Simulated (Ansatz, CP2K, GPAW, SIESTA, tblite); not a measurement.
# SIESTA on (10,0) carbon nanotube (120 atoms): settings against a plane-wave reference, part 2 of 2

Wanted: SIESTA inputs and outputs for (10,0) carbon nanotube (120 atoms), checked against a plane-wave reference.

Program: SIESTA 5.4.2; the method stands at each step. Banners, paths, timers and routine set-up lines are dropped from the logs unmarked, and long logs keep their key lines alone; longer cuts are marked. The potentials were converted by us to PSML.

So far. Step 3 (PBE, SZP, shift 0.01 Ry, mesh 300 Ry): Against the first run (14 %), the force difference from the reference is 28 %, at 0.72 times the CPU time, with 1080 basis functions against 1560: the smaller basis costs accuracy. Step 4 (PBE, SZ, shift 0.01 Ry, mesh 300 Ry): Against the first run (14 %), the force difference from the reference is 44 %, at 0.28 times the CPU time (on 1 against 2 cores), with 480 basis functions against 1560: the smaller basis costs accuracy.

## Step 5: PBE, DZP, shift 0.04 Ry, mesh 300 Ry

Method: Kohn-Sham DFT, PBE, PseudoDojo 0.4.1 norm-conserving pseudopotentials (converted to PSML), numerical atomic orbitals (DZP), diagonalisation.

Contents of input.fdf:

```
SystemLabel cell
NumberOfAtoms 120
NumberOfSpecies 1
%block ChemicalSpeciesLabel
  1 6 C
%endblock ChemicalSpeciesLabel
LatticeConstant 1.0 Ang
%block LatticeVectors
  19.83042 0.00000 0.00000
  0.00000 19.83042 0.00000
  0.00000 0.00000 12.78253
%endblock LatticeVectors
PAO.BasisSize DZP
PAO.EnergyShift 0.04 Ry
XC.Functional GGA
XC.Authors PBE
MeshCutoff 300 Ry
%block kgrid_Monkhorst_Pack
  1 0 0 0.0
  0 1 0 0.0
  0 0 1 0.0
%endblock kgrid_Monkhorst_Pack
SolutionMethod diagon
OccupationFunction FD
ElectronicTemperature 580 K
SCF.Mixer.Method Pulay
SCF.Mixer.Weight 0.05
SCF.Mixer.History 8
SCF.Mix Hamiltonian
MaxSCFIterations 300
SCF.DM.Tolerance 1e-04
SCF.H.Tolerance 1.0e-3 eV
WriteForces T
Write.HirshfeldPop T
Write.VoronoiPop T
Write.DM F
Write.H F
XML.Write F
AtomicCoordinatesFormat Fractional
%block AtomicCoordinatesAndAtomicSpecies
[... 120 atom lines left out: the same atoms as in the first run ...]
%endblock AtomicCoordinatesAndAtomicSpecies
```

The run is started by

```bash
> OMP_NUM_THREADS=1 mpirun -np 2 siesta < input.fdf > output.txt
```

What it wrote:

```text
Version         : 5.4.2
reinit: System Name:
reinit: System Label: cell
initatom: Reading input for the pseudopotentials and atomic orbitals ----------
Species number:   1 Atomic number:    6 Label: C
Ground state valence configuration (from tables):   2s02  2p02  3d00  4f00
---- Processing specs for species: C
GGA--PBE XC_GGA_X_PBE--XC_GGA_C_PBE pb
[... lines left out ...]
        iscf     Eharris(eV)        E_KS(eV)     FreeEng(eV)     dDmax    Ef(eV) dHmax(eV)
[... lines left out ...]
SCF Convergence by DM+H criterion
[... lines left out ...]
SCF cycle converged after 13 iterations
[... lines left out ...]
   Max    7.445703
[... lines left out ...]
   Max    7.445703    constrained
Stress tensor Voigt[x,y,z,yz,xz,xy] (kbar):       -8.85       -9.60       -7.12        3.70       -0.47       -0.97
[... lines left out ...]
siesta: FreeEng =    -19564.915796
[... lines left out ...]
siesta:         Fermi =      -2.288919
[... lines left out ...]
siesta: Pressure (static):
siesta:                Solid            Molecule  Units
siesta:           0.00005795         -0.00004564  Ry/Bohr**3
siesta:           0.00532099         -0.00419041  eV/Ang**3
siesta:           8.52516337         -6.71378249  kBar
    Orbital volume contribution        =          24.539711 eV
    (Free)E + p_basis*V_orbitals       =      -19540.376085 eV
    (Free)Eharris+ p_basis*V_orbitals  =      -19540.376088 eV
siesta: Electric dipole (a.u.)  =    0.036830    0.007397    0.000000
siesta: Electric dipole (Debye) =    0.093612    0.018801    0.000000
Hirshfeld Atomic Populations:
Atom #   charge [q] valence [e]  Species
     1     0.000287    3.999713  C
     2    -0.001101    4.001101  C
     3    -0.001227    4.001227  C
[...]
--------------------
 Total    -0.000071
Voronoi Atomic Populations:
Atom #   charge [q] valence [e]  Species
[...]
119     0.001826    3.998174  C
   120     0.004668    3.995332  C
--------------------
 Total    -0.000070
```

Elapsed: 79 s, on 2 MPI ranks of Arm Neoverse V1, shared host; peak memory 1.6 GiB; 2.6 min of CPU time.

Compared with the plane-wave run:

- r.m.s. force component: 2.271 eV/Å
- r.m.s. difference of force components: 152.2 meV/Å
- longest difference of force vectors: 566.3 meV/Å
- force difference over r.m.s. force: 7.095 %
- slope of forces against the reference's: 1.058
- correlation of force components: 0.9992
- gap (highest filled to lowest empty level): 0.899 eV
- gap difference: 0.0777 eV

This is a coarse setting, run to see what it loses.

Against the first run (14 %), the force difference from the reference is 7.1 %, at 0.52 times the CPU time: tighter orbitals come nearer here, likely by a cancellation of errors.

## Step 6: PBE, DZP, shift 0.01 Ry, mesh 150 Ry

Method: Kohn-Sham DFT, PBE, PseudoDojo 0.4.1 norm-conserving pseudopotentials (converted to PSML), numerical atomic orbitals (DZP), diagonalisation.

input.fdf: that of step 5 with these lines changed.

```diff
@@ -13,6 +13,6 @@
 PAO.BasisSize DZP
-PAO.EnergyShift 0.04 Ry
+PAO.EnergyShift 0.01 Ry
 XC.Functional GGA
 XC.Authors PBE
-MeshCutoff 300 Ry
+MeshCutoff 150 Ry
 %block kgrid_Monkhorst_Pack
```

What it wrote:

```text
Version         : 5.4.2
reinit: System Name:
reinit: System Label: cell
initatom: Reading input for the pseudopotentials and atomic orbitals ----------
Species number:   1 Atomic number:    6 Label: C
Ground state valence configuration (from tables):   2s02  2p02  3d00  4f00
---- Processing specs for species: C
GGA--PBE XC_GGA_X_PBE--XC_GGA_C_PBE pb
C pseudopotential only contains V_ls up to l=1 -- lmxkb reset.
Using PAO.SplitTailNorm
%block ChemicalSpeciesLabel
    1    6 C                       # Species index, atomic number, species label
%endblock ChemicalSpeciesLabel
%block PAO.Basis                 # Define Basis set
C                     2                    # Species label, number of l-shells
 n=2   0   2                         # n, l, Nzeta
   4.484      3.048
[... lines left out ...]
Total number of electrons:   480.000000
[... lines left out ...]
stepf: Fermi-Dirac step function
        iscf     Eharris(eV)        E_KS(eV)     FreeEng(eV)     dDmax    Ef(eV) dHmax(eV)
[... lines left out ...]
SCF Convergence by DM+H criterion
[... lines left out ...]
SCF cycle converged after 14 iterations
[... lines left out ...]
   Max    7.760601
[... lines left out ...]
   Max    7.760601    constrained
Stress tensor Voigt[x,y,z,yz,xz,xy] (kbar):      -30.08      -30.76      -48.99        4.31       -0.65       -0.89
[... lines left out ...]
siesta: Ena     =      8895.915563
siesta: Ekin    =     13535.197262
siesta: Enl     =      -686.480647
siesta: DEna    =      -503.310076
siesta: DUscf   =        35.615553
siesta: Ex      =     -6407.481698
siesta: Ec      =      -613.227514
siesta: Exc     =     -7020.709212
siesta: Eharris =    -19603.177729
siesta: Etot    =    -19603.177724
siesta: FreeEng =    -19603.178209
siesta: Final energy (eV):
siesta:  Band Struct. =   -6331.658513
siesta:       Kinetic =   13535.197262
siesta:       Hartree =   95474.654852
siesta:         Exch. =   -6407.481698
siesta:         Corr. =    -613.227514
siesta:   Exch.-corr. =   -7020.709212
siesta:  Ion-electron = -203129.130714
siesta:       Ion-ion =   81536.810088
siesta:         Total =  -19603.177724
siesta:         Fermi =      -3.916903
siesta: Stress tensor (static) (eV/Ang**3):
siesta:    -0.018776   -0.000556   -0.000407
siesta:    -0.000556   -0.019200    0.002691
siesta:    -0.000407    0.002691   -0.030579
siesta: Cell volume =       5026.673135 Ang**3
siesta: Pressure (static):
siesta:                Solid            Molecule  Units
siesta:           0.00024888          0.00004531  Ry/Bohr**3
siesta:           0.02285153          0.00415991  eV/Ang**3
siesta:          36.61218003          6.66490666  kBar
    Orbital volume contribution        =          45.564273 eV
    (Free)E + p_basis*V_orbitals       =      -19557.613936 eV
    (Free)Eharris+ p_basis*V_orbitals  =      -19557.613942 eV
siesta: Electric dipole (a.u.)  =    0.034336    0.001780    0.000000
siesta: Electric dipole (Debye) =    0.087273    0.004523    0.000000
Hirshfeld Atomic Populations:
Atom #   charge [q] valence [e]  Species
     1    -0.000197    4.000197  C
     2    -0.001440    4.001440  C
     3    -0.000323    4.000323  C
[...]
--------------------
 Total    -0.000046
Voronoi Atomic Populations:
Atom #   charge [q] valence [e]  Species
[...]
119    -0.003333    4.003333  C
   120     0.003251    3.996749  C
--------------------
 Total    -0.000034
```

Run time: 64 s. Hardware: 2 MPI ranks; peak memory 0.98 GiB.

Compared with the plane-wave run:

- r.m.s. force component: 2.407 eV/Å
- r.m.s. difference of force components: 308.2 meV/Å
- longest difference of force vectors: 1053 meV/Å
- force difference over r.m.s. force: 14.36 %
- slope of forces against the reference's: 1.119
- correlation of force components: 0.9974
- gap (highest filled to lowest empty level): 0.8411 eV
- gap difference: 0.0198 eV
- energy less the same-level run's: 0.3068 meV/atom
- r.m.s. force difference from the same-level run: 1.534 meV/Å

This is a coarse setting, run to see what it loses.

Against the first run (14 %), the force difference from the reference is 14 %, at 0.42 times the CPU time: the change moves forces by 1.5 meV/Å r.m.s., so most of the difference comes from elsewhere.

## Step 7: Side by side

Differences are against the plane-wave reference, forces as r.m.s. over components; share is that over the reference's r.m.s. force, slope the least-squares factor from reference forces to these. Total energies of different programs have different zeros and aren't compared.

| run | Δ force, r.m.s. (meV/Å) | share (%) | slope | Δ gap (eV) | cores | CPU time | memory (GiB) |
| --- | --- | --- | --- | --- | --- | --- | --- |
| reference | - | - | - | - | 4 | 5.8 min | 4.8 |
| SIESTA PBE, DZP, shift 0.01 Ry, mesh 300 Ry | 308 | 14.4 | 1.119 | 0.0198 | 2 | 5 min | 2.0 |
| SIESTA PBE, SZP, shift 0.01 Ry, mesh 300 Ry (coarse) | 606 | 28.2 | 1.213 | -0.0684 | 2 | 3.6 min | 1.9 |
| SIESTA PBE, SZ, shift 0.01 Ry, mesh 300 Ry (coarse) | 949 | 44.3 | 1.350 | -0.0304 | 1 | 85 s | 1.1 |
| SIESTA PBE, DZP, shift 0.04 Ry, mesh 300 Ry (coarse) | 152 | 7.10 | 1.058 | 0.0777 | 2 | 2.6 min | 1.6 |
| SIESTA PBE, DZP, shift 0.01 Ry, mesh 150 Ry (coarse) | 308 | 14.4 | 1.119 | 0.0198 | 2 | 2.1 min | 0.98 |

Rows marked coarse were listed beforehand as settings not expected to be converged; some can still land near the reference.

CPU time is summed over cores on a shared host, where runs went side by side, so it is rough. Symmetry, cutoffs, thresholds, outputs and thread counts weren't matched or tuned between programs; memory under MPI is the largest rank's times the ranks.

Within one program, basis, potentials and functional, energies share a zero. Each run against its twin at the usual cutoff or grid and solver:

| run | twin | Δ energy (meV/atom) | Δ force, r.m.s. (meV/Å) | CPU time over the twin's |
| --- | --- | --- | --- | --- |
| SIESTA PBE, DZP, shift 0.01 Ry, mesh 150 Ry | DZP, shift 0.01 Ry, mesh 300 Ry | 0.307 | 1.53 | 0.42 |

## Step 8: Summary of results

```json
{
 "nearest in forces": "SIESTA PBE, DZP, shift 0.04 Ry, mesh 300 Ry (coarse), 7.1 %",
 "its CPU time": "2.6 min"
}
```

In words: The PBE run in local orbitals, coarse settings apart, differs by 14 % (SIESTA PBE, DZP, shift 0.01 Ry, mesh 300 Ry); basis, grid and potentials can all enter. Runs with settings chosen to be coarse differ by 7.1 % (SIESTA PBE, DZP, shift 0.04 Ry, mesh 300 Ry) to 44 % (SIESTA PBE, SZ, shift 0.01 Ry, mesh 300 Ry), their programs' other errors included. Of the electronic-structure runs that take under half the reference's CPU time, SIESTA PBE, DZP, shift 0.04 Ry, mesh 300 Ry comes nearest, at 7.1 % in 2.6 min against 5.8 min. SIESTA PBE, SZ, shift 0.01 Ry, mesh 300 Ry stiffens the forces by a factor of 1.35 while following their directions (correlation 0.981); the slopes of the 5 SIESTA runs lie between 1.06 and 1.35. At the same functional, gaps differ from the reference's 0.821 eV by between -0.07 and +0.08 eV. These are spacings on the run's k-points, which needn't hold the band edges. The electronic-structure runs sample only Γ, in a cell whose periodic width is 13 Å.

[Also dropped from logs without a mark: logging warnings of Python, and SIESTA's first energy breakdown and zero terms.]

[Logs are printed without paths, hosts, clocks, repeated set-up lines and the standing remarks that a program may print on its own settings, such as how far it seeks lower states.]

[Hosts, paths, dates, database ids (printed as entryN), source tags and the programs' standing remarks are cut or masked in the printed files.]
